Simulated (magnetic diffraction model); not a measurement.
## DyCd2I7: what an assumed order does to the neutron pattern

Space group P2_1/c (no. 14), a = 7.8190 Å, b = 17.8100 Å, c = 11.9280 Å, β = 90.64°.

```csv
site,atom,x,y,z
4e,Dy,0.2201,0.1290,0.2218
4e,I,0.7063,0.8555,0.0370
4e,I,0.0235,0.6014,0.0662
4e,I,0.4951,0.6018,0.0793
4e,I,0.8593,0.0650,0.1154
4e,I,0.5020,0.2590,0.1972
4e,I,0.9992,0.2806,0.2073
4e,I,0.3021,0.9527,0.2147
4e,Cd,0.2583,0.7833,0.0496
4e,Cd,0.2664,0.4422,0.1727
```

This is a made-up structure (elements placed in a structure type, unrelaxed), so the numbers test the method and describe no known phase.

Only Dy is taken to order (form factors of Dy3+); orders and moment sizes are assumed, and not adapted to the symmetry. Radiation: neutrons of λ = 1.8 Å (absorption by Cd and Dy left out), 5° to 30°; isotropic B of 0.13 Å² (Dy), 0.17 Å² (I) and 0.2 Å² (Cd). Simulated constant-wavelength pattern: nuclear and magnetic terms add, the magnetic one as |2.695 fm × Σ f S⊥ exp(2πi Q·r) exp(−B s²)|², summed over all Q at one angle with the factor 1/(sin²θ cos θ). For collinear order S is the moment m, which repeats by lattice and centring translations R with the sign exp(−2πi k·R). Free-ion form factors, Sears's scattering lengths of 1992, no absorption; a label names one of the reflections at its angle. The strongest nuclear line in the range is 100, and lines under 0.2 are left out.

Assume the order k = (0 1/2 0), collinear moments along [110], 6.5 μB on Dy; signs + at (0.2201, 0.1290, 0.2218), − at (0.7799, 0.6290, 0.2782), + at (0.2201, 0.3710, 0.7218), + at (0.7799, 0.8710, 0.7782).

Q: Where does magnetic intensity appear, and how strong is it?

| 2θ (°) | index | nuclear | magnetic |
| --- | --- | --- | --- |
| 8.69 | (0 3/2 0) | 0.0 | 15.9 |
| 9.13 | (0 1/2 1) | 0.0 | 153.2 |
| 10.42 | (0 1 1) | 0.7 | 0.0 |
| 11.60 | (0 2 0) | 1.7 | 0.0 |
| 12.28 | (0 3/2 1) | 0.0 | 9.3 |
| 13.22 | (1 0 0) | 2.1 | 0.0 |
| 13.54 | (1 1/2 0) | 0.0 | 60.3 |
| 14.44 | (1 1 0) | 46.6 | 0.0 |
| 14.49 | (0 2 1) | 100.0 | 0.0 |
| 14.52 | (0 5/2 0) | 0.0 | 5.1 |
| 15.84 | (1 3/2 0) | 0.0 | 6.1 |
| 16.01 | (1 1/2 -1) | 0.0 | 8.6 |
| 16.17 | (1 1/2 1) | 0.0 | 13.3 |
| 16.79 | (1 1 -1) | 40.9 | 0.0 |
| 16.92 | (0 5/2 1) | 0.0 | 4.7 |
| 16.94 | (1 1 1) | 21.6 | 0.0 |
| 17.36 | (0 0 2) | 50.4 | 0.0 |
| 17.60 | (0 1/2 2) | 0.0 | 12.3 |
| 17.62 | (1 2 0) | 0.6 | 0.0 |
| 18.01 | (1 3/2 -1) | 0.0 | 31.7 |
| 18.15 | (1 3/2 1) | 0.0 | 27.9 |
| 18.32 | (0 1 2) | 3.9 | 0.0 |
| 19.45 | (0 3/2 2) | 0.0 | 28.0 |
| 19.50 | (0 3 1) | 5.8 | 0.0 |
| 19.60 | (1 2 -1) | 1.5 | 0.0 |
| 19.68 | (1 5/2 0) | 0.0 | 4.2 |
| 19.73 | (1 2 1) | 13.8 | 0.0 |
| 20.38 | (0 7/2 0) | 0.0 | 0.3 |
| 21.48 | (1 5/2 -1) | 0.0 | 15.5 |
| 21.60 | (1 5/2 1) | 0.0 | 13.9 |
| 21.76 | (1 0 -2) | 6.1 | 0.0 |
| 21.95 | (1 3 0) | 37.8 | 0.0 |
| 21.96 | (1 1/2 -2) | 0.0 | 25.3 |
| 22.00 | (1 0 2) | 14.4 | 0.0 |
| 22.17 | (0 7/2 1) | 0.0 | 8.3 |
| 22.20 | (1 1/2 2) | 0.0 | 19.8 |
| 22.54 | (1 1 -2) | 46.2 | 0.0 |
| 22.70 | (0 5/2 2) | 0.0 | 14.8 |
| 22.77 | (1 1 2) | 18.5 | 0.0 |
| 23.32 | (0 4 0) | 26.6 | 0.0 |
| 23.48 | (1 3/2 -2) | 0.0 | 3.4 |
| 23.57 | (1 3 -1) | 19.7 | 0.0 |
| 23.69 | (1 3 1) | 41.1 | 0.0 |
| 23.70 | (1 3/2 2) | 0.0 | 7.6 |
| 24.36 | (1 7/2 0) | 0.0 | 8.5 |
| 24.70 | (0 3 2) | 0.4 | 0.0 |
| 24.73 | (1 2 -2) | 1.3 | 0.0 |
| 24.92 | (0 4 1) | 0.5 | 0.0 |
(The table stops after 48 lines; 30 more lie at higher angle.)

The strongest magnetic line in the range is (0 1/2 1) at 9.13° (153.2). Below the range, at 2.90°, lies the magnetic line (0 1/2 0) with 26. On top of the Lorentz factor, which all lines share, magnetic lines fade with angle because f falls: for Dy3+ it is 0.96, 0.84, 0.69 and 0.41 at sin θ/λ = 0.1, 0.2, 0.3 and 0.5 Å⁻¹, while nuclear lengths stay constant. The order has no net moment.

[Logs are printed without paths, hosts, clocks, repeated set-up lines and the standing remarks that a program may print on its own settings, such as how far it seeks lower states.]
